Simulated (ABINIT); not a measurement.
**MoS2 (P6_3/mmc): G0W0 with ABINIT, start to end**

Aim: the G0W0 gap of MoS2 (P6_3/mmc) on PBE, step by step.

Calculated with ABINIT 10.8.3; PBE and many-body steps on it, plane waves.

The database entry behind the starting cell differs from later determinations by our own check (about 0.3 % long), so it need not match the best structure at ambient conditions.

## (1) Starting point

It takes space group P6_3/mmc (No. 194, hexagonal). Conventional cell: a = 3.169 Å, b = 3.169 Å, c = 12.324 Å, α = 90.00°, β = 90.00°, γ = 120.00°. Mo has 6 S at 2.41 Å nearest. S has 3 Mo at 2.41 Å nearest. Farther neighbours and most contacts between anions are not listed.

The cell and positions come from the Crystallography Open Database and are kept as given unless a step says otherwise.

## (2) Ground state

This step: ABINIT 10.8.3; DFT, PBE, plane waves, norm-conserving pseudopotentials.

The ground-state density comes first.

File run.abi:

```
acell 3*1.0 Angstrom
rprim 
  3.169000000004 -0.000000000001 0.000000000000
  -1.584500000001 2.744434504597 0.000000000000
  0.000000000000 0.000000000000 12.324000000000
ntypat 2
znucl 42 16
natom 6
typat 1 1 2 2 2 2
xred 
  0.333333333333 0.666666666667 0.250000000000
  0.666666666667 0.333333333333 0.750000000000
  0.333333333333 0.666666666667 0.623000000000
  0.666666666667 0.333333333333 0.123000000000
  0.333333333333 0.666666666667 0.877000000000
  0.666666666667 0.333333333333 0.377000000000
pp_dirpath "pseudos"
pseudos "Mo.upf, S.upf"
ecut 36
ngkpt 6 6 2
nshiftk 1
shiftk 0 0 0
kptopt 1
chksymbreak 0
nband 33
occopt 1
tolvrs 1e-10
nstep 60
prtwf 0
optforces 0
optstress 0
indata_prefix "in"
outdata_prefix "out"
tmpdata_prefix "tmp"
```

Started as:

```sh
OMP_NUM_THREADS=1 mpirun -n 8 abinit run.abi > log
```

Numbers of over 12 decimals in the logs are rounded to 6 here.

What it wrote:

```text
.Version 10.8.3 of ABINIT. v10.8.2 released Aug 2026.

 Symmetries : space group P6_3/m m c (#194); Bravais hP (primitive hexag.)
================================================================================
 Values of the parameters that define the memory need of the present run
     intxc =       0    ionmov =       0      iscf =       7    lmnmax =       6
     lnmax =       6     mgfft =     128  mpssoang =       3    mqgrid =    6291
     natom =       6  nloc_mem =       1    nspden =       1   nspinor =       1
    nsppol =       1      nsym =      24    n1xccc =    2501    ntypat =       2
    occopt =       1   xclevel =       2
-    mband =          33        mffmem =           1         mkmem =           2
       mpw =        7490          nfft =      165888          nkpt =          14
================================================================================
  Rough estimation (10% accuracy) of disk space for files :
================================================================================

--------------------------------------------------------------------------------
------------- Echo of variables that govern the present computation ------------
--------------------------------------------------------------------------------
 -outvars: echo values of preprocessed input variables --------
            acell      1.8897261259E+00  1.8897261259E+00  1.8897261259E+00 Bohr

      chksymbreak           0
             ecut      3.60000000E+01 Hartree
-          fftalg         312

              ixc     -101130
              kpt      0.00000000E+00  0.00000000E+00  0.00000000E+00
                       1.66666667E-01  0.00000000E+00  0.00000000E+00
                       3.33333333E-01  0.00000000E+00  0.00000000E+00
                       5.00000000E-01  0.00000000E+00  0.00000000E+00
                       1.66666667E-01  1.66666667E-01  0.00000000E+00
                       3.33333333E-01  1.66666667E-01  0.00000000E+00
                       3.33333333E-01  3.33333333E-01  0.00000000E+00
                       0.00000000E+00  0.00000000E+00  5.00000000E-01
                       1.66666667E-01  0.00000000E+00  5.00000000E-01
                       3.33333333E-01  0.00000000E+00  5.00000000E-01
                       5.00000000E-01  0.00000000E+00  5.00000000E-01
[...]
kptrlatt        6    0    0      0    6    0      0    0    2
          kptrlen      3.59312526E+01
P           mkmem           2
            natom           6
            nband          33
            ngfft          36      36     128
             nkpt          14
            nstep          60
             nsym          24
           ntypat           2
              occ      2.000000  2.000000  2.000000  2.000000  2.000000  2.000000
                       2.000000  2.000000  2.000000  2.000000  2.000000  2.000000
                       2.000000  2.000000  2.000000  2.000000  2.000000  2.000000
                       2.000000  2.000000  2.000000  2.000000  2.000000  2.000000
                       2.000000  2.000000  0.000000  0.000000  0.000000  0.000000
[...]
optforces           0
        optstress           0
            prtwf           0
            rprim      3.1690000000E+00 -1.0000000000E-12  0.0000000000E+00
[...]
spgroup         194

           tolvrs      1.00000000E-10

             xred      3.3333333333E-01  6.6666666667E-01  2.5000000000E-01
[...]
znucl       42.00000   16.00000

================================================================================

 chkinp: Checking input parameters for consistency.

================================================================================
== DATASET  1 ==================================================================
-   mpi_nproc: 8, omp_nthreads: 1 (-1 if OMP is not activated)

--- !DatasetInfo
iteration_state: {dtset: 1, }
dimensions: {natom: 6, nkpt: 14, mband: 33, nsppol: 1, nspinor: 1, nspden: 1, mpw: 7490, }
cutoff_energies: {ecut:  36.0, pawecutdg:  -1.0, }
electrons: {nelect:   5.20000000E+01, charge:   0.00000000E+00, occopt:   1.00000000E+00, tsmear:   1.00000000E-02, }

 Real(R)+Recip(G) space primitive vectors, cartesian coordinates (Bohr,Bohr^-1):
 R(1)=  5.9885421  0.0000000  0.0000000  G(1)=  0.1669856  0.0964092  0.0000000
 R(2)= -2.9942710  5.1862296  0.0000000  G(2)=  0.0000000  0.1928183  0.0000000
 R(3)=  0.0000000  0.0000000 23.2889848  G(3)=  0.0000000  0.0000000  0.0429388
 Unit cell volume ucvol=  7.2330822E+02 bohr^3
 Angles (23,13,12)=  9.00000000E+01  9.00000000E+01  1.20000000E+02 degrees

 getcut: wavevector=  0.0000  0.0000  0.0000  ngfft=  36  36 128
         ecut(hartree)=     36.000   => boxcut(ratio)=   2.03490

--- Pseudopotential description ------------------------------------------------
- Mo Generated using ONCVPSP code by D. R. Hamann
- 42.00000  14.00000  171031                  znucl, zion, pspdat
12 -101130 2 -1 1640                          pspcod,pspxc,lmax,lloc,mmax
     nproj     2     2     2
  pspatm : epsatm=   15.95693798
         --- l  ekb(1:nproj) -->
[...]
pspatm: atomic psp has been read  and splines computed

- S Generated using ONCVPSP code by D. R. Hamann
- 16.00000   6.00000  171031                  znucl, zion, pspdat
12 -101130 2 -1 1146                          pspcod,pspxc,lmax,lloc,mmax
     nproj     2     2     2
  pspatm : epsatm=    9.01821529
         --- l  ekb(1:nproj) -->
[...]
pspatm: atomic psp has been read  and splines computed

   3.53531033E+03                                ecore*ucvol(ha*bohr**3)
--------------------------------------------------------------------------------

_setup2: Arith. and geom. avg. npw (full set) are    7464.403    7464.370

================================================================================

--- !BeginCycle
iteration_state: {dtset: 1, }
solver: {iscf: 7, nstep: 60, nline: 4, wfoptalg: 0, }
tolerances: {tolvrs: 1.00E-10, }

     iter   Etot(hartree)      deltaE(h)  residm     vres2
 ETOT  1  -184.32730796720    -1.843E+02 1.016E-01 3.331E+03
 ETOT  2  -182.42850318755     1.899E+00 4.665E-02 2.741E+04
 ETOT  3  -184.89381481055    -2.465E+00 9.579E-03 3.112E+00
 ETOT  4  -184.89593897113    -2.124E-03 3.848E-03 4.010E+00
 ETOT  5  -184.89626470211    -3.257E-04 4.799E-04 5.635E-01
 ETOT  6  -184.89631516807    -5.047E-05 5.620E-04 1.238E-01
 ETOT  7  -184.89632039937    -5.231E-06 2.494E-04 5.015E-03
 ETOT  8  -184.89632061210    -2.127E-07 3.916E-04 3.286E-05
 ETOT  9  -184.89632061420    -2.101E-09 1.706E-04 4.393E-07
 ETOT 10  -184.89632061433    -1.223E-10 2.595E-04 4.454E-08
 ETOT 11  -184.89632061434    -1.162E-11 1.106E-04 4.077E-09
 ETOT 12  -184.89632061434    -2.643E-12 1.802E-04 3.647E-10
 ETOT 13  -184.89632061434    -5.684E-14 6.883E-05 5.842E-11

 At SCF step   13       vres2   =  5.84E-11 < tolvrs=  1.00E-10 =>converged.

--- !ResultsGS
iteration_state: {dtset: 1, }
comment   : Summary of ground state results
lattice_vectors:
- [  5.9885421,  -0.0000000,   0.0000000, ]
- [ -2.9942710,   5.1862296,   0.0000000, ]
- [  0.0000000,   0.0000000,  23.2889848, ]
lattice_lengths: [   5.98854,    5.98854,   23.28898, ]
lattice_angles: [ 90.000,  90.000, 120.000, ] # degrees, (23, 13, 12)
lattice_volume:   7.2330822E+02
convergence: {deltae: -5.684E-14, res2:  5.842E-11, residm:  6.883E-05, diffor:  0.000E+00, }
etotal    :  -1.84896321E+02
entropy   :   0.00000000E+00
fermie    :   3.09959974E-01
cartesian_stress_tensor: null
pressure_GPa: null
xred      :
- [  3.3333E-01,   6.6667E-01,   2.5000E-01, Mo]
- [  6.6667E-01,   3.3333E-01,   7.5000E-01, Mo]
- [  3.3333E-01,   6.6667E-01,   6.2300E-01,  S]
- [  6.6667E-01,   3.3333E-01,   1.2300E-01,  S]
- [  3.3333E-01,   6.6667E-01,   8.7700E-01,  S]
- [  6.6667E-01,   3.3333E-01,   3.7700E-01,  S]
cartesian_forces: null
force_length_stats: {min: null, max: null, mean: null, }

 Integrated electronic density in atomic spheres:
 ------------------------------------------------
 Atom  Sphere_radius  Integrated_density
[...]
================================================================================

 ----iterations are completed or convergence reached----

 Mean square residual over all n,k,spin=   43.385E-08; max=  68.827E-06
 reduced coordinates (array xred) for    6 atoms
[...]
0.666666666667      0.333333333333      0.750000000000
       0.333333333333      0.666666666667      0.623000000000
       0.666666666667      0.333333333333      0.123000000000
       0.333333333333      0.666666666667      0.877000000000
       0.666666666667      0.333333333333      0.377000000000
 rms dE/dt=  0.0000E+00; max dE/dt=  0.0000E+00; dE/dt below (all hartree)
    1       0.000000000000      0.000000000000      0.000000000000
    2       0.000000000000      0.000000000000      0.000000000000
    3       0.000000000000      0.000000000000      0.000000000000
    4       0.000000000000      0.000000000000      0.000000000000
    5       0.000000000000      0.000000000000      0.000000000000
    6       0.000000000000      0.000000000000      0.000000000000

 cartesian coordinates (angstrom) at end:
    1      6.7e-13     1.829623     3.081000
    2      1.584500     0.914812     9.243000
    3      6.7e-13     1.829623     7.677852
    4      1.584500     0.914812     1.515852
    5      6.7e-13     1.829623    10.808148
    6      1.584500     0.914812     4.646148
 length scales=  1.889726125908  1.889726125908  1.889726125908 bohr
              =  1.000000000000  1.000000000000  1.000000000000 angstroms
 prteigrs : about to open file out_EIG
 Fermi (or HOMO) energy (hartree) =   0.30996   Average Vxc (hartree)=  -0.40245
 Eigenvalues (hartree) for nkpt=  14  k points:
 kpt#   1, nband= 33, wtk=  0.01389, kpt=  0.0000  0.0000  0.0000 (reduced coord)
  -1.95125   -1.95125   -1.00128   -1.00127   -0.99293   -0.99293   -0.99293   -0.99293
  -0.23958   -0.22966   -0.19514   -0.17888    0.05790    0.09584    0.18196    0.18981
   0.18981    0.19029    0.19029    0.23000    0.23000    0.23172    0.23172    0.26647
   0.26790    0.30996    0.38712    0.38733    0.38816    0.38827    0.39315    0.39331
   0.39947
 prteigrs : prtvol=0 or 1, do not print more k-points.

--- !EnergyTerms
iteration_state     : {dtset: 1, }
comment             : Components of total free energy in Hartree
kinetic             :  6.00147592865794E+01
hartree             :  5.39885223339677E+01
xc                  : -3.33780456303470E+01
Ewald energy        : -1.19847493795111E+02
psp_core            :  4.88769548579594E+00
local_psp           : -1.73802185839900E+02
non_local_psp       :  2.32404275446742E+01
total_energy        : -1.84896320614341E+02
total_energy_eV     : -5.03128519569757E+03
band_energy         : -1.61958635712886E+01

== END DATASET(S) ==============================================================
================================================================================

 -outvars: echo values of variables after computation  --------
           etotal     -1.8489632061E+02
            nband          33
             nkpt          14
          spgroup         194
 [... the other variables as echoed above ...]

 Calculation completed.
```

It took 50 s on 8 MPI ranks of Intel Xeon Platinum 8259CL at 2.50GHz (Skylake/Cascade Lake), shared host; peak memory 0.88 GiB; 6.6 min of CPU time.

Numbers from this step:

- total energy: -5031.2852 eV
- gap: 0.8887 eV
- k of the valence top: 0, 0, 0
- k of the conduction bottom: 0.1667, 0.1667, 0
- least direct gap: 1.654 eV

The gap is indirect, with the least direct gap 0.77 eV higher.

## (3) Empty states on the mesh, 6×6×1 mesh, 784 bands

The sums over transitions need many empty states on a uniform mesh; this step solves for them.

Changes to run.abi since step 2:

```diff
@@ -19,3 +19,3 @@
 ecut 36
-ngkpt 6 6 2
+ngkpt 6 6 1
 nshiftk 1
@@ -24,9 +24,10 @@
 chksymbreak 0
-nband 33
-occopt 1
-tolvrs 1e-10
+iscf -2
+irdden 1
+istwfk *1
+nband 784
+nbdbuf 70
+tolwfr 1e-09
 nstep 60
-prtwf 0
-optforces 0
-optstress 0
+prtvol 0
 indata_prefix "in"
```

What it wrote:

```text
.Version 10.8.3 of ABINIT. v10.8.2 released Aug 2026.

 Symmetries : space group P6_3/m m c (#194); Bravais hP (primitive hexag.)
[... echo of the input left out ...]
== DATASET  1 ==================================================================
-   mpi_nproc: 8, omp_nthreads: 1 (-1 if OMP is not activated)
-    --> not optimal distribution: autoparal keyword recommended in input file <--

--- !DatasetInfo
iteration_state: {dtset: 1, }
dimensions: {natom: 6, nkpt: 7, mband: 784, nsppol: 1, nspinor: 1, nspden: 1, mpw: 7481, }
cutoff_energies: {ecut:  36.0, pawecutdg:  -1.0, }
electrons: {nelect:   5.20000000E+01, charge:   0.00000000E+00, occopt:   1.00000000E+00, tsmear:   1.00000000E-02, }

 Real(R)+Recip(G) space primitive vectors, cartesian coordinates (Bohr,Bohr^-1):
 R(1)=  5.9885421  0.0000000  0.0000000  G(1)=  0.1669856  0.0964092  0.0000000
 R(2)= -2.9942710  5.1862296  0.0000000  G(2)=  0.0000000  0.1928183  0.0000000
 R(3)=  0.0000000  0.0000000 23.2889848  G(3)=  0.0000000  0.0000000  0.0429388
 Unit cell volume ucvol=  7.2330822E+02 bohr^3
 Angles (23,13,12)=  9.00000000E+01  9.00000000E+01  1.20000000E+02 degrees

 getcut: wavevector=  0.0000  0.0000  0.0000  ngfft=  36  36 128
         ecut(hartree)=     36.000   => boxcut(ratio)=   2.03490

--- Pseudopotential description ------------------------------------------------
- Mo Generated using ONCVPSP code by D. R. Hamann
- 42.00000  14.00000  171031                  znucl, zion, pspdat
12 -101130 2 -1 1640                          pspcod,pspxc,lmax,lloc,mmax
     nproj     2     2     2
  pspatm : epsatm=   15.95693798
         --- l  ekb(1:nproj) -->
             0   13.833287    1.350687
             1    8.015347    1.134034
             2    2.765699    0.969071
 pspatm: atomic psp has been read  and splines computed

- S Generated using ONCVPSP code by D. R. Hamann
- 16.00000   6.00000  171031                  znucl, zion, pspdat
12 -101130 2 -1 1146                          pspcod,pspxc,lmax,lloc,mmax
     nproj     2     2     2
  pspatm : epsatm=    9.01821529
         --- l  ekb(1:nproj) -->
[...]
pspatm: atomic psp has been read  and splines computed

--------------------------------------------------------------------------------

================================================================================
 prteigrs : about to open file out_EIG
 Non-SCF case, kpt    1 (  0.00000  0.00000  0.00000), residuals and eigenvalues=
  2.42E-10  3.07E-10  3.45E-10  6.69E-10  4.17E-10  7.85E-10  4.79E-10  8.73E-10
  9.46E-10  1.25E-10  2.88E-10  2.73E-10  1.46E-10  4.01E-10  5.54E-10  1.48E-10
  3.93E-10  2.80E-10  5.35E-10  2.12E-10  4.83E-10  2.40E-10  4.20E-10  9.94E-10
[...]
-1.9512E+00 -1.9512E+00 -1.0013E+00 -1.0013E+00 -9.9293E-01 -9.9293E-01
 -9.9293E-01 -9.9293E-01 -2.3958E-01 -2.2966E-01 -1.9514E-01 -1.7888E-01
  5.7899E-02  9.5843E-02  1.8196E-01  1.8981E-01  1.8981E-01  1.9029E-01
[...]
7.4805E+00  7.4819E+00  7.4923E+00  7.5098E+00  7.5099E+00  7.5102E+00
  7.5108E+00  7.5316E+00  7.5977E+00  7.6015E+00  7.6066E+00  7.6179E+00
  7.6216E+00  7.6347E+00  7.6701E+00  7.6825E+00
 prteigrs : prtvol=0 or 1, do not print more k-points.

--- !ResultsGS
iteration_state: {dtset: 1, }
comment   : Summary of ground state results
lattice_vectors:
- [  5.9885421,  -0.0000000,   0.0000000, ]
- [ -2.9942710,   5.1862296,   0.0000000, ]
- [  0.0000000,   0.0000000,  23.2889848, ]
lattice_lengths: [   5.98854,    5.98854,   23.28898, ]
lattice_angles: [ 90.000,  90.000, 120.000, ] # degrees, (23, 13, 12)
lattice_volume:   7.2330822E+02
convergence: {deltae:  0.000E+00, res2:  0.000E+00, residm:  9.955E-10, diffor:  0.000E+00, }
etotal    :  -1.84896321E+02
entropy   :   0.00000000E+00
fermie    :   3.09959974E-01
cartesian_stress_tensor: null
pressure_GPa: null
xred      :
- [  3.3333E-01,   6.6667E-01,   2.5000E-01, Mo]
- [  6.6667E-01,   3.3333E-01,   7.5000E-01, Mo]
- [  3.3333E-01,   6.6667E-01,   6.2300E-01,  S]
- [  6.6667E-01,   3.3333E-01,   1.2300E-01,  S]
- [  3.3333E-01,   6.6667E-01,   8.7700E-01,  S]
- [  6.6667E-01,   3.3333E-01,   3.7700E-01,  S]
cartesian_forces: null
force_length_stats: {min: null, max: null, mean: null, }

 Integrated electronic density in atomic spheres:
 ------------------------------------------------
 Atom  Sphere_radius  Integrated_density
[...]
================================================================================

 ----iterations are completed or convergence reached----

 Mean square residual over all n,k,spin=   36.579E-11; max=  99.553E-11
 reduced coordinates (array xred) for    6 atoms
[...]
0.333333333333      0.666666666667      0.877000000000
       0.666666666667      0.333333333333      0.377000000000

 cartesian coordinates (angstrom) at end:
    1      6.7e-13     1.829623     3.081000
    2      1.584500     0.914812     9.243000
    3      6.7e-13     1.829623     7.677852
    4      1.584500     0.914812     1.515852
    5      6.7e-13     1.829623    10.808148
    6      1.584500     0.914812     4.646148
 length scales=  1.889726125908  1.889726125908  1.889726125908 bohr
              =  1.000000000000  1.000000000000  1.000000000000 angstroms
 prteigrs : about to open file out_EIG
 Eigenvalues (hartree) for nkpt=   7  k points:
 kpt#   1, nband=784, wtk=  0.02778, kpt=  0.0000  0.0000  0.0000 (reduced coord)
[...]
7.48046    7.48188    7.49225    7.50978    7.50989    7.51024    7.51083    7.53160
   7.59773    7.60147    7.60659    7.61786    7.62160    7.63466    7.67008    7.68252
 prteigrs : prtvol=0 or 1, do not print more k-points.

== END DATASET(S) ==============================================================
================================================================================

 -outvars: echo values of variables after computation  --------
            nband         784
             nkpt           7
          spgroup         194
 [... the other variables as echoed above ...]

 Calculation completed.
```

The job ended after 19 min (8 MPI ranks; peak memory 1.5 GiB).

This step gave:

| Item | Value |
| --- | --- |
| gap | 0.8887 eV |
| k of the valence top | 0, 0, 0 |
| k of the conduction bottom | 0.1667, 0.1667, 0 |
| least direct gap | 1.654 eV |
| k points computed | 7 |
| lowest point of the top converged band, above the valence top | 183.1305 eV |

On this mesh the gap is 0.889 eV.

(Continued in part 2 of 2.)

[Paths, hosts, dates, memory and timing lines, banners, echoed tables and standing remarks are left out of the program output.]

[Logs are printed without paths, hosts, clocks, repeated set-up lines and the standing remarks that a program may print on its own settings, such as how far it seeks lower states.]

[Runs of the session that timed out or met a known fault of the program may be left out.]

[Hosts, paths, dates, database ids (printed as entryN), source tags and the programs' standing remarks are cut or masked in the printed files.]

[G0W0 gaps are taken among the corrected bands and points alone; a level outside them can change the order at an edge.]

[Where Ansatz stands beside ABINIT at settings called matched, ABINIT's density can come from a denser mesh and the files from another edition; pairs whose starting gaps differed by over 0.03 eV were left out, so agreement reads better than it is.]
